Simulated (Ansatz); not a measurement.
## ZrGe (model cell, started as wurtzite): phonons and vibrational spectra

The cell of ZrGe (model cell, started as wurtzite) is at rest. What are its phonons? After the zone centre comes a 2×2×1 q mesh on a 10×10×8 k mesh.

Method: DFT PBE, scalar-relativistic, plane waves, PAW, in Ansatz 0.2.0.

The structure was built from a prototype and need not be the compound's stable phase.

### 1. The starting structure

It takes space group P6_3/mmc (No. 194, hexagonal). The conventional cell has a = 4.678 Å, b = 4.678 Å, c = 5.382 Å, α = 90.00°, β = 90.00°, γ = 120.00°. Nearest to Zr lie 5 Ge at 2.69 to 2.70 Å. Ge has 5 Zr at 2.69 to 2.70 Å nearest. Farther neighbours are not listed.

### 2. Zone-centre response

The cell comes from relaxations at this level that are not shown. The zone centre comes first: it holds the modes that light can see, as far as symmetry allows. No field response is asked, since the mesh shows no gap.

Contents of input.yaml:

```yaml
crystal:
  lattice:
    - [4.6779773278, 0.0, 0.0]
    - [-2.3389886639, 4.0512472042, 0.0]
    - [0.0, 0.0, 5.3817859827]
  atoms:
    - { symbol: Zr, position: [0.3333333333, 0.6666666667, -0.0625] }
    - { symbol: Zr, position: [0.6666666667, 0.3333333333, 0.4375] }
    - { symbol: Ge, position: [0.3333333333, 0.6666666667, 0.4375] }
    - { symbol: Ge, position: [0.6666666667, 0.3333333333, 0.9375] }
kpoints:
  mp_grid: { grid: [10, 10, 8] }
hamiltonian:
  xc: pbe
scf:
  occupations: { method: methfessel_paxton, width: 0.15 }
output:
  eigenvalues: true
phonons:
  method: dfpt
```

Command:

```console
ansatz run input.yaml --threads 4 --pin off --max-ram 7168MiB --backend cpu --events-out ev --progress --plain --runs-dir out
```

Numbers of over 12 decimals in the logs are rounded to 6 here.

The log of the run:

```text
zone centre: on kpoints.mp_grid the ground state, and the responses unless they are solved on pairs of k-points, stand on 155 of the mesh's 800 k-points, reduced under 4 symmetry operations, with k and −k counted as one. Each operation leaves every solved displacement unchanged or reverses it
Engine: ansatz 0.2.0, aarch64-unknown-linux-gnu
Pseudopotentials: kind: paw
Pseudopotential: Zr, paw, valence charge 12, recommended cutoff 420 eV (normal), Zr.paw.azcp
Pseudopotential: Ge, paw, valence charge 14, recommended cutoff 420 eV (normal), Ge.paw.azcp
Functional definition: PBE
  parameter kappa = 0.804
  parameter beta = 0.066725
  exchange = pbe_x(kappa = kappa, mu = beta*pi^2/3)
  correlation = pbe_c(beta = beta)
Crystal: 4 atoms, lattice volume = 101.994 Å³
Basis set: ecut = 420 eV, 1991 PW (Γ), exchange–correlation on 64×64×80 points (8 copies of the dense FFT grid, shifted against one another)
Bands: 32, of which v1, the nominal top of the filled ones, is band 26 counted from 1 (25 counted from 0)
Symmetry: 24 space group operations
k-points: 155 of 800 (irreducible under 4 space group operations, time reversal used)
Non-local potential: Zr, projectors of the file, l = 0: 3, l = 1: 2, l = 2: 2, l = 3: 2
Non-local potential: Ge, projectors of the file, l = 0: 2, l = 1: 2, l = 2: 3, l = 3: 1
PAW form: soft (Blöchl's): semilocal exchange-correlation on the pseudo side does not see the compensation charge
PAW one-centre angular grid: Zr, 590 points (default); XC on 64 Gauss nodes
PAW one-centre angular grid: Ge, 590 points (default); XC on 64 Gauss nodes
Initial density: superposition of atomic densities (neutral atoms: chi_scale 0, normalization atom), corrected by the library's trained network
Initial wavefunctions: pseudopotential atomic-orbital guess
Functional: x = pbe(κ = 0.804, μ = 0.219515), c = pbe(β = 0.066725)
SCF iter   1: F=—  HF=-16959.093470 eV  |F-HF|=—  |Δ(HF+E_count)|=         —  Δρ=3.08e-3  dr2=1.24e-2  ethr=1.77e-3  ⟨swp⟩=5.0  Hψ=18349  notcnv=0
preconditioner: auto → Kerker (q_TF=auto, 2.439 Å⁻¹)  [metal: Δε(μ)=0.033 eV  Ē_g=5.344 eV  σ=0.150 eV  W_gap=0.18  n_scr=22 (ndim 8)  ℏωp=14.7 eV  f_vac=0.053  D(μ)=0.63/eV (n_scr^D=0)]
SCF iter   2: F=—  HF=-16959.090992 eV  |F-HF|=—  |Δ(HF+E_count)|=   2.48e-3  S|Δr|=    0.00e0  Δρ=1.82e-3  dr2=4.28e-3  ethr=2.38e-5  ⟨swp⟩=1.7  Hψ=7030  notcnv=0
SCF iter   3: F=—  HF=-16959.090013 eV  |F-HF|=—  |Δ(HF+E_count)|=   9.79e-4  S|Δr|=    0.00e0  Δρ=3.31e-4  dr2=1.34e-4  ethr=8.24e-6  ⟨swp⟩=2.1  Hψ=7013  notcnv=0
SCF iter   4: F=—  HF=-16959.090021 eV  |F-HF|=—  |Δ(HF+E_count)|=   7.56e-6  S|Δr|=    0.00e0  Δρ=1.67e-4  dr2=5.36e-5  ethr=2.58e-7  ⟨swp⟩=2.1  Hψ=8062  notcnv=0
SCF iter   5: F=—  HF=-16959.090024 eV  |F-HF|=—  |Δ(HF+E_count)|=   2.75e-6  S|Δr|=    0.00e0  Δρ=7.35e-5  dr2=1.56e-5  ethr=1.03e-7  ⟨swp⟩=2.0  Hψ=7503  notcnv=0
SCF iter   6: F=—  HF=-16959.090033 eV  |F-HF|=—  |Δ(HF+E_count)|=   9.04e-6  S|Δr|=    0.00e0  Δρ=3.13e-5  dr2=2.54e-6  ethr=3.01e-8  ⟨swp⟩=2.0  Hψ=5842  notcnv=0
SCF iter   7: F=—  HF=-16959.090033 eV  |F-HF|=—  |Δ(HF+E_count)|=   5.69e-7  S|Δr|=    0.00e0  Δρ=9.10e-6  dr2=1.08e-7  ethr=4.88e-9  ⟨swp⟩=2.0  Hψ=5999  notcnv=0
SCF iter   8: F=—  HF=-16959.090033 eV  |F-HF|=—  |Δ(HF+E_count)|=   2.08e-8  S|Δr|=    0.00e0  Δρ=2.32e-6  dr2=4.42e-9  ethr=2.08e-10  ⟨swp⟩=2.0  Hψ=6616  notcnv=0
SCF iter   9: F=—  HF=-16959.090033 eV  |F-HF|=—  |Δ(HF+E_count)|=   2.56e-9  S|Δr|=    0.00e0  Δρ=5.99e-7  dr2=4.34e-10  ethr=8.50e-12  ⟨swp⟩=2.0  Hψ=5997  notcnv=0
SCF iter  10: F=—  HF=-16959.090033 eV  |F-HF|=—  |Δ(HF+E_count)|=  4.47e-10  S|Δr|=    0.00e0  Δρ=1.71e-7  dr2=3.39e-11  ethr=1.00e-12  ⟨swp⟩=2.0  Hψ=5872  notcnv=0
SCF iter  11: F=-16959.090033 eV  HF=-16959.090033 eV  |F-HF|=1.09e-11  |Δ(HF+E_count)|=  6.91e-11  S|Δr|=    0.00e0  Δρ=4.23e-8  dr2=1.95e-12  ethr=1.00e-12  ⟨swp⟩=9.0  Hψ=21236  notcnv=0
SCF 1 converged in 11 iterations: F = -16959.090033 eV  dr2 = 1.95e-12
  greatest PAW one-centre occupation: 0.998 electrons in one spin orbital (limit 2), on the Ge atom at site 3 (counted from 0), in its partial waves of l = 2
DFPT response loops at Γ: preconditioner auto → Kerker (q_TF=auto, 2.439 Å⁻¹) (partly filled bands, converged f_vac=0.048); β = 1.00, the filter's whole step (`scf.mixing.beta` (0.50) is not read by the response loops under this deck's `scf.mixing.preconditioner`; to damp them name `kerker` or `kerker_dos`, under which they read `scf.mixing.beta`, and type it under 1.00, their step now; both keys bind the ground state too); Broyden in place of MSR1
SCF converged after 11 iterations
Stability not checked: this state was not tested for a lower state beside it, because cold or Methfessel-Paxton smearing, or corrected tetrahedra, fill the levels in a way that the test cannot read (fill_not_monotonic; see scf.lower_state_search)
Free energy (F): -16959.090033 eV
Harris-Foulkes:  -16959.090033 eV  (|F-HF|=1.09e-11)
Internal energy: -16959.090431 eV  (E = F + TS)
E sigma→0 (E₀):  -16959.090133 eV
Entropy (-TS):   0.000398 eV (0.100 meV/atom)
Fermi energy:    9.202098 eV
--- Per-component energies (eV) ---
  E_band       = -556.320493
  E_kinetic    = 887.353343
  E_local      = -6798.711248  (includes V_loc(G=0)·N_el)
  E_nonlocal   = 995.936946
  E_hartree    = 2827.221172
  E_xc         = -474.530877
  E_vxc        = -511.079545  (∫ρ·V_xc dr)
  E_paw        = -9946.231666  (= ΣΔE_a)
  E_vpaw       = -784.262978  (= ΣTr[D̂ρ^β])
  E_aug_tail   = 0.000628  (compensation charges beyond the density's cutoff)
  E_ewald      = -4450.128730
  E_smearing   = 0.000398  (= −TS)
  E_closure    = 0.000000  (closes the sum)
  Σ components = -16959.090033   (vs F -16959.090033, Δ=0.00e0)
--- Band table (eV; the first three rows and the last of 155) ---
  k-point 0: bands = [... 22 lower, 7.6260, 7.7573, 7.7573, 9.5756, 9.5756, 10.4703, 11.6423, 11.6423, ... 2 higher]
  k-point 1: bands = [... 22 lower, 7.4737, 7.6583, 7.6583, 9.7768, 9.7768, 9.9503, 11.7189, 11.7189, ... 2 higher]
  k-point 2: bands = [... 22 lower, 7.3732, 7.4680, 7.4680, 8.8655, 10.2601, 10.2601, 11.8451, 11.8451, ... 2 higher]
  k-point 154: bands = [... 22 lower, 7.5969, 7.5969, 8.1303, 8.1303, 10.2481, 10.2481, 11.3948, 11.3948, ... 2 higher]
--- Phonons (Γ-DFPT): 4 representative perturbations + reference, on 155 of 800 k-points (Σ response iterations 12) ---
  k mesh reduced under 4 symmetry operations, with k and −k counted as one. Each operation leaves every solved displacement unchanged or reverses it
  ASR residual: 1.496e-5 → 0.000e0 eV/Å²; symmetrization residual: 1.151e-5 eV/Å²
  ASR residual per site (eV/Å²): 1.50e-5 1.50e-5 1.24e-5 1.24e-5
  Γ frequencies (cm⁻¹): 0.00 0.00 0.00 107.68 109.71 109.71 213.60 213.60 226.89 226.89 229.69 257.86
  non-analytic LO–TO correction: not included (Born effective charges unavailable; polar crystals: no LO–TO splitting at Γ)
```

Wall time 60 s (4 threads of Arm Neoverse V2, shared host); peak memory 1.9 GiB; 3.7 min of CPU time.

This step gave:

```
volume per atom                                         : 25.50 Å³
gap on the k-mesh                                       : 0 eV
sum-rule residual before enforcement                    : 1.50e-5 eV/Å²
point group                                             : 6/mmm
highest optical mode at the zone centre (no LO-TO term) : 257.9 cm⁻¹
lowest optical zone-centre mode                         : 107.7 cm⁻¹
```

Patterns of degenerate modes are one choice out of their space. The modes at Γ (shares of kinetic energy by element, %):

```tsv
mode	frequency (cm⁻¹)	symmetry	Zr %	Ge %
1	0.0	acoustic	56	44
2	0.0	acoustic	56	44
3	0.0	acoustic	56	44
4	107.7	B1g	55	45
5	109.7	E2g	53	47
6	109.7	E2g	53	47
7	213.6	E2g	47	53
8	213.6	E2g	47	53
9	226.9	E1u	44	56
10	226.9	E1u	44	56
11	229.7	A2u	44	56
12	257.9	B1g	45	55
```

Displacements in mode 4 (107.7 cm⁻¹), the largest set to 1:
```
Zr1  0.00  0.00 -0.99
Zr2  0.00  0.00  0.99
Ge3  0.00  0.00 -1.00
Ge4  0.00  0.00  1.00
```

Displacements in mode 7 (213.6 cm⁻¹), the largest set to 1:
```
Zr1 -0.84  0.00  0.00
Zr2  0.84  0.00  0.00
Ge3 -1.00  0.00  0.00
Ge4  1.00  0.00  0.00
```

Before it was imposed, the acoustic sum rule was missed by 1.5e-5 eV/Å². Small misses are needed for a sound result but don't prove that mesh and cutoff are converged. The lowest optical mode is real, 108 cm⁻¹.

### 3. The dispersion

The mesh has a single point along some directions, so zone-edge points there are not solved. Linear response on a 2×2×1 q mesh gives force constants as far as a supercell of that size would.

Changes to input.yaml since step 2:

```diff
@@ -20 +20,9 @@
   method: dfpt
+  qmesh: [2, 2, 1]
+  temperatures: { t_max: 1000, t_step: 50 }
+  qpath:
+    path:
+      - [[0.0, 0.0, 0.0], [0.5, 0.0, 0.0], [0.33333333, 0.33333333, 0.0], [0.0, 0.0, 0.0], [0.0, 0.0, 0.5], [0.5, 0.0, 0.5], [0.33333333, 0.33333333, 0.5], [0.0, 0.0, 0.5]]
+      - [[0.5, 0.0, 0.5], [0.5, 0.0, 0.0]]
+      - [[0.33333333, 0.33333333, 0.5], [0.33333333, 0.33333333, 0.0]]
+    npoints: 10
```

The log of the run:

```text
[...]
Crystal: 4 atoms, lattice volume = 101.994 Å³
Basis set: ecut = 420 eV, 1991 PW (Γ), exchange–correlation on 64×64×80 points (8 copies of the dense FFT grid, shifted against one another)
Bands: 32, of which v1, the nominal top of the filled ones, is band 26 counted from 1 (25 counted from 0)
[... 1 set-up line as in the run before ...]
k-points: 70 of 800
[...]
SCF iter   1: F=—  HF=-16959.093486 eV  |F-HF|=—  |Δ(HF+E_count)|=         —  Δρ=3.08e-3  dr2=1.24e-2  ethr=1.77e-3  ⟨swp⟩=5.0  Hψ=8290  notcnv=0
[...]
SCF iter  11: F=-16959.090033 eV  HF=-16959.090033 eV  |F-HF|=7.28e-12  |Δ(HF+E_count)|=  6.91e-11  S|Δr|=    0.00e0  Δρ=4.26e-8  dr2=1.98e-12  ethr=1.00e-12  ⟨swp⟩=9.0  Hψ=9598  notcnv=0
SCF 1 converged in 11 iterations: F = -16959.090033 eV  dr2 = 1.98e-12
[...]
phonons: the bands overlap, so this run is a metal and interpolates without the dipole-dipole term. If the crystal is really an insulator or semiconductor, its LO-TO splitting is missing
NSCF: frozen V_eff on 70 k-points
[...]
DFPT response loops at q = (0, 0, 0) (fractional): preconditioner auto → Kerker (q_TF=auto, 2.439 Å⁻¹) (partly filled bands, converged f_vac=0.048); β = 1.00, the filter's whole step (`scf.mixing.beta` (0.50) is not read by the response loops under this deck's `scf.mixing.preconditioner`; to damp them name `kerker` or `kerker_dos`, under which they read `scf.mixing.beta`, and type it under 1.00, their step now; both keys bind the ground state too); Broyden in place of MSR1
[...]
SCF converged after 11 iterations
[...]
Free energy (F): -16959.090033 eV
[...]
Internal energy: -16959.090431 eV  (E = F + TS)
E sigma→0 (E₀):  -16959.090133 eV
Entropy (-TS):   0.000398 eV (0.100 meV/atom)
Fermi energy:    9.202098 eV
[...]
--- Band table (eV; the first three rows and the last of 70) ---
  k-point 0: bands = [... 22 lower, 7.6260, 7.7573, 7.7573, 9.5756, 9.5756, 10.4703, 11.6423, 11.6423, ... 2 higher]
  k-point 1: bands = [... 22 lower, 7.4737, 7.6583, 7.6583, 9.7768, 9.7768, 9.9503, 11.7189, 11.7189, ... 2 higher]
  k-point 2: bands = [... 22 lower, 7.3732, 7.4680, 7.4680, 8.8655, 10.2601, 10.2601, 11.8451, 11.8451, ... 2 higher]
  k-point 69: bands = [... 22 lower, 7.5102, 7.5102, 8.2276, 8.2276, 9.9906, 9.9906, 11.6294, 11.6294, ... 2 higher]
--- Phonons (Γ-DFPT): 4 representative perturbations + reference (Σ response iterations 12) ---
  ASR residual: 1.509e-5 → 0.000e0 eV/Å²; symmetrization residual: 1.151e-5 eV/Å²
  ASR residual per site (eV/Å²): 1.51e-5 1.51e-5 1.16e-5 1.16e-5
[...]
--- Phonons (arbitrary-q DFPT): 2 irreducible q on the 2×2×1 mesh ---
  q = [0.0000, 0.0000, 0.0000] (star 1, of the zone-centre solve; hermiticity 2.30e-6, symmetrization 5.31e-13): -0.00 0.00 0.00 107.68 109.71 109.71 213.60 213.60 226.89 226.89 229.69 257.86
  q = [0.0000, -0.5000, 0.0000] (star 3, 6 solved perturbations on 155 of 800 k-point pairs; hermiticity 1.46e-5, symmetrization 6.43e-6): 17.97 65.50 91.87 109.61 138.50 159.87 190.86 198.98 217.21 229.60 254.41 257.77
  sum rule: each row above includes the acoustic sum rule's correction from the zone centre's row sums; it moved no ω² by more than (0.21 cm⁻¹)²
  mesh force constants: q→R imaginary residual 1.22e-17; ASR residual 1.509e-5 → 0.000e0 eV/Å²; symmetrization residual 1.243e-14 eV/Å²
  interpolated dispersion: 93 rows × 12 modes
  density of states and harmonic sums: on the 16×16×12 q-mesh, interpolated from the force constants of a 2×2×1 supercell (no non-analytic term)
  largest difference from the sums on the solved wave vectors: F 6.21e-2 eV, S 1.27e-4 and C_V 6.45e-5 eV/K
  zero-point energy: 0.121949 eV/cell   skipped modes (ω ≤ 0): 3   left out of the sums: 8.14e-5 of the cell's modes: C_V's classical limit lies that fraction below 3 k_B per atom; for a crystal, a wire or a layer, F and S can be off by more, and a phonons.interpolated_qmesh denser along its periods is the remedy for the sampling
```

Wall time 2 min (4 threads); peak memory 1.5 GiB; 7.6 min of CPU time.

Numbers from this step:

```yaml
sum_rule_residual_before_enforcement: 1.51e-5 eV/Å²
lowest_mode_on_the_q_mesh_acoustic_modes_at_gamma_apart: 17.97 cm⁻¹
highest_frequency_at_a_solved_wavevector_no_lo_to_term_at_gamma: 257.9 cm⁻¹
```

Frequencies (cm⁻¹) solved at each irreducible wavevector; negative means imaginary. Frequencies by wavevector, by row:

```tsv
q in reciprocal lattice units	star	mode 1	mode 2	mode 3	mode 4	mode 10	mode 11	mode 12
0 0 0	1	0	0	0	107.7	226.9	229.7	257.9
0 -0.5 0	3	18	65.5	91.9	109.6	229.6	254.4	257.8
```

Symmetry leaves 2 wavevectors to solve. The lowest mode among them, the acoustic zeros apart, lies at q = (0, -0.5, 0) and is real, 18.0 cm⁻¹.

### 4. Another isotope, element Ge, natural mass 72.63 amu

An isotope changes the mass and not the force constants, so no new electronic calculation is needed; the shifts show which modes move this element.

The same force constants with the mass of Ge changed from 72.630 to 75.921 u (phonopy, no LO-TO term). Both lists are sorted by frequency; levels can cross, so a row need not hold one and the same mode. Modes under 3 cm⁻¹ are left out. Isotope shifts, by row:

```tsv
q	rank	natural mass (cm⁻¹)	changed mass (cm⁻¹)
0 0 0	4	107.7	106.6
0 0 0	5	109.7	108.5
0 0 0	6	109.7	108.5
0 0 0	7	213.6	211.1
0 0 0	8	213.6	211.1
0 0 0	9	226.9	224.1
0 0 0	10	226.9	224.1
0 0 0	11	229.7	226.9
0 0 0	12	257.9	254.8
0 -0.5 0	1	17.97	17.78
0 -0.5 0	2	65.5	64.83
0 -0.5 0	3	91.87	90.92
0 -0.5 0	4	109.6	108.4
0 -0.5 0	5	138.5	137.3
0 -0.5 0	6	159.9	159.2
0 -0.5 0	7	190.9	187.4
0 -0.5 0	8	199	196.4
0 -0.5 0	9	217.2	214.8
0 -0.5 0	10	229.6	227
0 -0.5 0	11	254.4	251.4
0 -0.5 0	12	257.8	254.7
```

A mode of this element alone would shift by -2.19 %. The highest zone-centre frequency without the field goes from 257.9 to 254.8 cm⁻¹ (-1.2 %). The product of the frequency ratios over all optical modes at Γ is 0.902; the product rule, (m/m′)^(3k/2) (M′/M)^(3/2) with k = 2 such atoms and M the mass of the cell, gives 0.902.

### 5. Isotope substitution, element Zr, natural mass 91.222 amu

The same for Zr, from 91.22 to 95.91 u.

The same force constants with the mass of Zr changed from 91.222 to 95.908 u (phonopy, no LO-TO term). Both lists are sorted by frequency; levels can cross, so a row need not hold one and the same mode. Modes under 3 cm⁻¹ are left out. Isotope shifts, by row:

```tsv
q	rank	natural mass (cm⁻¹)	changed mass (cm⁻¹)
0 0 0	4	107.7	106.2
0 0 0	5	109.7	108.2
0 0 0	6	109.7	108.2
0 0 0	7	213.6	211.2
0 0 0	8	213.6	211.2
0 0 0	9	226.9	224.4
0 0 0	10	226.9	224.4
0 0 0	11	229.7	227.2
0 0 0	12	257.9	255
0 -0.5 0	1	17.97	17.74
0 -0.5 0	2	65.5	64.61
0 -0.5 0	3	91.87	90.63
0 -0.5 0	4	109.6	108.2
0 -0.5 0	5	138.5	136.3
0 -0.5 0	6	159.9	156.5
0 -0.5 0	7	190.9	190.2
0 -0.5 0	8	199	197.1
0 -0.5 0	9	217.2	214.7
0 -0.5 0	10	229.6	226.8
0 -0.5 0	11	254.4	251.5
0 -0.5 0	12	257.8	254.9
```

A mode of this element alone would shift by -2.47 %. The highest zone-centre frequency without the field goes from 257.9 to 255.0 cm⁻¹ (-1.1 %). The product of the frequency ratios over all optical modes at Γ is 0.897; the product rule, (m/m′)^(3k/2) (M′/M)^(3/2) with k = 2 such atoms and M the mass of the cell, gives 0.898.

### 6. Outcome

| Quantity | Value |
| --- | --- |
| space group (within 0.01 Å) | P6_3/mmc |
| volume per atom | 25.5 Å³ |
| electronic character | no gap on this mesh |
| highest optical mode at the zone centre (no LO-TO term) | 258 cm⁻¹ |
| lowest optical zone-centre mode | 108 cm⁻¹ |
| lowest mode on the q mesh (acoustic modes at Γ apart) | 18.0 cm⁻¹ |
| imaginary modes on the 2×2×1 q mesh | none |

In words: The structure is a minimum as far as tested: no mode is imaginary at the 2 irreducible wavevectors of the 2×2×1 mesh, and the softest away from the acoustic zeros lies at 18 cm⁻¹. The optical modes at Γ span 108 to 258 cm⁻¹. The q mesh is too sparse to interpolate, so only the solved wavevectors are given. The relaxed cell left the space group of the starting entry, even within 0.1 Å, so it may not be the phase that the entry, or a measurement on it, describes. With no gap, or one that is small against the smearing, the frequencies hang on the k mesh and the smearing, most of all near Kohn anomalies. The starting cell was built on a prototype and not taken from a measurement, so the phase need not exist. These are harmonic frequencies at zero temperature: anharmonic shifts, linewidths and thermal expansion are left out.

[Logs are printed without paths, hosts, clocks, repeated set-up lines and the standing remarks that a program may print on its own settings, such as how far it seeks lower states.]

[Hosts, paths, dates, database ids (printed as entryN), source tags and the programs' standing remarks are cut or masked in the printed files.]
